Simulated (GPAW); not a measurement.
# Screening of a field by 1T-PtS2 monolayer

How does 1T-PtS2 monolayer screen a perpendicular field?

Main program and level: GPAW 26.7.0; GPAW, PAW setups; layer in a repeated cell with vacuum, relaxation of atoms and in-plane cell, in the first sound run; inputs show where later runs differ.

## Step 1: The starting structure

The cell holds 3 atoms: 2 S and 1 Pt. Its edges and angles: a = 3.570 Å, b = 3.570 Å, c = 20.014 Å, α = 90.0°, β = 90.0°, γ = 120.0°. Vacuum lies along c.

## Step 2: Relaxation

Forces are removed first; all later runs use this geometry.

Contents of run.py:

```python
import json
import numpy as np
from ase import Atoms
from ase.filters import FrechetCellFilter
from ase.optimize import BFGS
from gpaw import GPAW, PW

slab = Atoms(
    ['S', 'Pt', 'S'],
    positions=[
        [1.78500, 1.03057, 9.00000],
        [0.00000, 0.00000, 10.00704],
        [-0.00000, 2.06114, 11.01409]],
    cell=[[3.57, 0.0, 0.0], [-1.785, 3.09171, 0.0], [0.0, 0.0, 20.0141]],
    pbc=[True, True, True])

slab.calc = GPAW(mode=PW(600), xc='PBE', kpts={'size': (9, 9, 1), 'gamma': True},
                 occupations={'name': 'fermi-dirac', 'width': 0.05}, nbands='160%',
                 convergence={'density': 1e-05}, maxiter=200,
                 symmetry={'tolerance': 1e-3}, txt='slab.txt')
result = {}
# The in-plane cell is free; stress needs a cell that repeats along all three vectors
path = []
opt = BFGS(FrechetCellFilter(slab, mask=[1, 1, 0, 0, 0, 1]), maxstep=0.2)
opt.attach(lambda: path.append((slab.get_potential_energy(), slab.positions.tolist(), slab.get_forces().tolist())))
result['relaxed'] = bool(opt.run(fmax=0.02, steps=45))
result['path'] = path
result['cell'] = slab.cell.tolist()
print('in-plane lattice', slab.cell.cellpar().round(4)[[0, 1, 5]])
energy = slab.get_potential_energy()
fermi = slab.calc.get_fermi_level()
v = slab.calc.get_electrostatic_potential().mean((0, 1)) - fermi
n = slab.calc.get_pseudo_density().mean((0, 1))
L = slab.cell[2, 2]
z = np.arange(len(v)) * L / len(v)
low, high = slab.positions[:, 2].min(), slab.positions[:, 2].max()
below, above = np.interp([low - 6.8, high + 6.8], z, v)
slopes = [np.interp(x, z, np.gradient(v, z)) for x in (low - 6.8, high + 6.8)]
eps = np.array([[slab.calc.get_eigenvalues(k, s) for k in range(len(slab.calc.get_ibz_k_points()))]
                for s in range(slab.calc.get_number_of_spins())]) - fermi
top, bottom = eps[eps < 0].max(), eps[eps > 0].min()
dipole = slab.get_dipole_moment()[2]
print(f'energy {energy:.4f} eV, Fermi level {fermi:.4f} eV, dipole {dipole:.5f} e A')
print(f'potential 6.8 A off the faces, from the Fermi level: lower {below:.4f} eV, upper {above:.4f} eV')
print(f'slope of the potential there: lower {slopes[0]:.5f}, upper {slopes[1]:.5f} eV/A')
print(f'nearest levels on the mesh: {top:.4f} and {bottom:.4f} eV')
print('magnetic moment', round(slab.get_magnetic_moment(), 3))
result.update(energy=energy, fermi=fermi, dipole=dipole, below=below, above=above, slopes=slopes, edges=[top, bottom],
              z=z.tolist(), v=v.tolist(), n=n.tolist(), positions=slab.positions.tolist(),
              forces=slab.get_forces(apply_constraint=False).tolist(), moments=slab.get_magnetic_moments().tolist())
json.dump(result, open('result.json', 'w'))
```

Started as:

```
> OMP_NUM_THREADS=1 OPENBLAS_NUM_THREADS=1 python run.py
```

The program printed:

```text
Step          Energy          fmax
BFGS:    0      -15.001198        3.175607
BFGS:    1      -15.377681        2.040537
BFGS:    2      -15.613838        0.659943
BFGS:    3      -15.634685        0.443726
BFGS:    4      -15.651065        0.557930
BFGS:    5      -15.673799        0.541525
BFGS:    6      -15.691675        0.329049
BFGS:    7      -15.698610        0.095869
BFGS:    8      -15.699329        0.012160
in-plane lattice [  3.5733   3.5733 120.    ]
energy -15.6993 eV, Fermi level -2.2903 eV, dipole -0.00012 e A
potential 6.8 A off the faces, from the Fermi level: lower 5.4812 eV, upper 5.4817 eV
slope of the potential there: lower -0.00010, upper -0.00012 eV/A
nearest levels on the mesh: -0.9196 and 0.8671 eV
magnetic moment 0.0
```

The job ended after 6.6 min (1 thread of Arm Neoverse V1, shared host; peak memory 0.34 GiB).

This step gave:

```
dipole along the normal                    : -1.22e-4 e·Å
levels nearest the Fermi level on the mesh : -0.9196, 0.8671 eV from the Fermi level
```

Table of electrostatic potential energy of an electron (without an applied field's), less the Fermi level, planar mean by z:

z (Å), electrostatic potential energy of an electron (without an applied field's), less the Fermi level, planar mean (eV) and a bar from the least value:
```
      0.0        5.5 ##############################
      0.5        5.5 ##############################
      1.0        5.5 ##############################
      1.5        5.5 ##############################
      2.0        5.5 ##############################
      2.5        5.5 ##############################
      3.0        5.5 ##############################
      3.5        5.5 ##############################
      4.0        5.5 ##############################
      4.5        5.5 ##############################
      5.0        5.5 ##############################
      5.5        5.5 ##############################
      6.0        5.5 ##############################
      6.5        5.4 ##############################
      7.0        5.3 ##############################
      7.5        4.7 #############################
      8.0        1.8 #########################
      8.5       -9.0 ##########
      9.0      -12.5 #####
      9.5       -9.7 #########
     10.0      -16.3 
     10.5       -9.9 #########
     11.0      -12.2 ######
     11.5       -9.5 #########
     12.0        1.6 #########################
     12.5        4.6 #############################
     13.0        5.3 ##############################
     13.5        5.4 ##############################
     14.0        5.5 ##############################
     14.5        5.5 ##############################
     15.0        5.5 ##############################
     15.5        5.5 ##############################
     16.0        5.5 ##############################
     16.5        5.5 ##############################
     17.0        5.5 ##############################
     17.5        5.5 ##############################
     18.0        5.5 ##############################
     18.5        5.5 ##############################
     19.0        5.5 ##############################
     19.5        5.5 ##############################
```

Pseudo valence density, planar mean against z:

```
z (Å)  pseudo valence density, planar mean (e/Å³)
  5.5                                      9.9e-5
  6.0                                      4.3e-4
  6.5                                     0.00192
  7.0                                     0.00893
  7.5                                      0.0426
  8.0                                       0.175
  8.5                                       0.344
  9.0                                       0.463
  9.5                                       0.733
 10.0                                        1.52
 10.5                                       0.751
 11.0                                       0.469
 11.5                                       0.344
 12.0                                       0.181
 12.5                                      0.0447
 13.0                                     0.00938
 13.5                                     0.00201
 14.0                                      4.5e-4
 14.5                                      1.0e-4
```

The relaxation lowered the energy of the cell by 0.698 eV (energies extrapolated to zero smearing; the optimiser's log prints free energies). The largest force left on a free atom is 0.012 eV/Å.

## Step 3: Plane waves, PBE

The work function is the vacuum plateau of the electrostatic potential less the Fermi level; a dipole layer lets the two faces have plateaus of their own.

This step: GPAW, PAW setups; slab in vacuum (GPAW 26.7.0).

The cell differs from the one that the last finished run ended in (c 20.014 → 20.466 Å).

Changes to run.py since step 2:

```diff
@@ -3,4 +3,2 @@
 from ase import Atoms
-from ase.filters import FrechetCellFilter
-from ase.optimize import BFGS
 from gpaw import GPAW, PW
@@ -10,21 +8,14 @@
     positions=[
-        [1.78500, 1.03057, 9.00000],
-        [0.00000, 0.00000, 10.00704],
-        [-0.00000, 2.06114, 11.01409]],
-    cell=[[3.57, 0.0, 0.0], [-1.785, 3.09171, 0.0], [0.0, 0.0, 20.0141]],
-    pbc=[True, True, True])
+        [1.78665, 1.03152, 9.00000],
+        [-0.00000, 0.00000, 10.23304],
+        [-0.00000, 2.06305, 11.46608]],
+    cell=[[3.5733, 0.0, 0.0], [-1.78665, 3.09457, 0.0], [0.0, 0.0, 20.4661]],
+    pbc=[True, True, False])
 
-slab.calc = GPAW(mode=PW(600), xc='PBE', kpts={'size': (9, 9, 1), 'gamma': True},
+slab.calc = GPAW(mode=PW(400), xc='PBE', kpts={'size': (9, 9, 1), 'gamma': True},
                  occupations={'name': 'fermi-dirac', 'width': 0.05}, nbands='160%',
                  convergence={'density': 1e-05}, maxiter=200,
+                 poissonsolver={'dipolelayer': 'xy'},
                  symmetry={'tolerance': 1e-3}, txt='slab.txt')
 result = {}
-# The in-plane cell is free; stress needs a cell that repeats along all three vectors
-path = []
-opt = BFGS(FrechetCellFilter(slab, mask=[1, 1, 0, 0, 0, 1]), maxstep=0.2)
-opt.attach(lambda: path.append((slab.get_potential_energy(), slab.positions.tolist(), slab.get_forces().tolist())))
-result['relaxed'] = bool(opt.run(fmax=0.02, steps=45))
-result['path'] = path
-result['cell'] = slab.cell.tolist()
-print('in-plane lattice', slab.cell.cellpar().round(4)[[0, 1, 5]])
 energy = slab.get_potential_energy()
```

The program printed:

```text
energy -15.6420 eV, Fermi level -2.3611 eV, dipole -0.00020 e A
potential 6.8 A off the faces, from the Fermi level: lower 5.4807 eV, upper 5.4839 eV
slope of the potential there: lower -0.00002, upper 0.00002 eV/A
nearest levels on the mesh: -0.9205 and 0.8674 eV
magnetic moment 0.0
```

Run time: 31 s. Hardware: 1 thread; peak memory 0.2 GiB.

Numbers from this step:

```yaml
dipole_along_the_normal: -1.99e-4 e·Å
levels_nearest_the_fermi_level_on_the_mesh: -0.9205, 0.8674 eV from the Fermi level
upper_work_function: 5.484 eV
lower_work_function: 5.481 eV
upper_ionisation_energy: 6.404 eV
```

Table of electrostatic potential energy of an electron (without an applied field's), less the Fermi level, planar mean by z:

z (Å), electrostatic potential energy of an electron (without an applied field's), less the Fermi level, planar mean (eV) and a bar from the least value:
```
      0.0        5.5 ##############################
      0.5        5.5 ##############################
      1.0        5.5 ##############################
      1.5        5.5 ##############################
      2.0        5.5 ##############################
      2.5        5.5 ##############################
      3.0        5.5 ##############################
      3.5        5.5 ##############################
      4.0        5.5 ##############################
      4.5        5.5 ##############################
      5.0        5.5 ##############################
      5.5        5.5 ##############################
      6.0        5.5 ##############################
      6.5        5.5 ##############################
      7.0        5.4 ##############################
      7.5        5.1 #############################
      8.0        3.6 ###########################
      8.5       -2.8 ##################
      9.0      -14.8 
      9.5       -8.7 #########
     10.0      -14.2 #
     10.5      -13.6 ##
     11.0       -8.9 #########
     11.5      -14.7 
     12.0       -2.1 ###################
     12.5        3.8 ###########################
     13.0        5.1 #############################
     13.5        5.4 ##############################
     14.0        5.5 ##############################
     14.5        5.5 ##############################
     15.0        5.5 ##############################
     15.5        5.5 ##############################
     16.0        5.5 ##############################
     16.5        5.5 ##############################
     17.0        5.5 ##############################
     17.5        5.5 ##############################
     18.0        5.5 ##############################
     18.5        5.5 ##############################
     19.0        5.5 ##############################
     19.5        5.5 ##############################
     20.0        5.5 ##############################
```

The pseudo valence density, planar mean by z:

```
z (Å)  pseudo valence density, planar mean (e/Å³)
 0.00                                           0
 0.64                                           0
 1.07                                           0
 1.71                                           0
 2.13                                           0
 2.77                                           0
 3.20                                           0
 3.84                                           0
 4.48                                      2.8e-6
 4.90                                      9.3e-6
 5.54                                      5.8e-5
 5.97                                      2.0e-4
 6.61                                     0.00134
 7.04                                     0.00493
 7.67                                      0.0363
 8.31                                       0.214
 8.74                                       0.345
 9.38                                       0.528
 9.81                                       0.847
10.45                                        1.28
10.87                                       0.614
11.51                                       0.340
11.94                                       0.304
12.58                                      0.0695
13.22                                     0.00954
13.64                                     0.00255
14.28                                      3.7e-4
14.71                                      1.1e-4
15.35                                      1.7e-5
15.78                                      5.1e-6
16.42                                           0
17.06                                           0
17.48                                           0
18.12                                           0
18.55                                           0
19.19                                           0
19.61                                           0
20.25                                           0
```

The layer is gapped, so the Fermi level lies somewhere inside the gap, set by smearing and numerics, and these work functions are no property of the material; the band edges below the vacuum level are. The potential is flat to 2.4e-5 eV/Å where it is read, so the vacuum is wide enough.

## Step 4: In a field

A uniform field along the normal polarises the slab; the atoms stay fixed, so this is the electronic response alone.

Changes to run.py since step 3:

```diff
@@ -4,2 +4,3 @@
 from gpaw import GPAW, PW
+from gpaw.external import ConstantElectricField
 
@@ -18,2 +19,3 @@
                  poissonsolver={'dipolelayer': 'xy'},
+                 external=ConstantElectricField(-0.2, [0, 0, 1]),
                  symmetry={'tolerance': 1e-3}, txt='slab.txt')
```

The program printed:

```text
energy -15.6474 eV, Fermi level -2.3628 eV, dipole -0.05418 e A
potential 6.8 A off the faces, from the Fermi level: lower 5.0414 eV, upper 5.9280 eV
slope of the potential there: lower -0.00002, upper 0.00003 eV/A
nearest levels on the mesh: -0.9200 and 0.8669 eV
magnetic moment 0.0
```

Elapsed: 1.9 min, on 1 thread; peak memory 0.27 GiB.

Numbers from this step:

- dipole along the normal: -0.05418 e·Å
- levels nearest the Fermi level on the mesh: -0.9200, 0.8669 eV from the Fermi level
- potential below the slab, the applied field's own ramp left out: 5.041 eV from the Fermi level
- potential above the slab, the applied field's own ramp left out: 5.928 eV from the Fermi level

Electrostatic potential energy of an electron (without an applied field's), less the Fermi level, planar mean against z:

```
z (Å)  electrostatic potential energy of an electron (without an applied field's), less the Fermi level, planar mean (eV)
  0.0                                                                                                                5.48
  0.5                                                                                                                5.04
  1.0                                                                                                                5.04
  1.5                                                                                                                5.04
  2.0                                                                                                                5.04
  2.5                                                                                                                5.04
  3.0                                                                                                                5.04
  3.5                                                                                                                5.04
  4.0                                                                                                                5.04
  4.5                                                                                                                5.04
  5.0                                                                                                                5.04
  5.5                                                                                                                5.04
  6.0                                                                                                                5.04
  6.5                                                                                                                5.02
  7.0                                                                                                                4.96
  7.5                                                                                                                4.66
  8.0                                                                                                                3.22
  8.5                                                                                                               -3.14
  9.0                                                                                                               -15.0
  9.5                                                                                                               -8.83
 10.0                                                                                                               -14.2
 10.5                                                                                                               -13.6
 11.0                                                                                                               -8.74
 11.5                                                                                                               -14.4
 12.0                                                                                                               -1.76
 12.5                                                                                                                4.17
 13.0                                                                                                                5.54
 13.5                                                                                                                5.84
 14.0                                                                                                                5.91
 14.5                                                                                                                5.92
 15.0                                                                                                                5.93
 15.5                                                                                                                5.93
 16.0                                                                                                                5.93
 16.5                                                                                                                5.93
 17.0                                                                                                                5.93
 17.5                                                                                                                5.93
 18.0                                                                                                                5.93
 18.5                                                                                                                5.93
 19.0                                                                                                                5.93
 19.5                                                                                                                5.93
 20.0                                                                                                                5.93
```

The dipole is now -0.0542 e Å, against -2.0e-4 in the run without a field.

[end of part 1 of 2]

[Logs are printed without paths, hosts, clocks, repeated set-up lines and the standing remarks that a program may print on its own settings, such as how far it seeks lower states.]

[Hosts, paths, dates, database ids (printed as entryN), source tags and the programs' standing remarks are cut or masked in the printed files.]
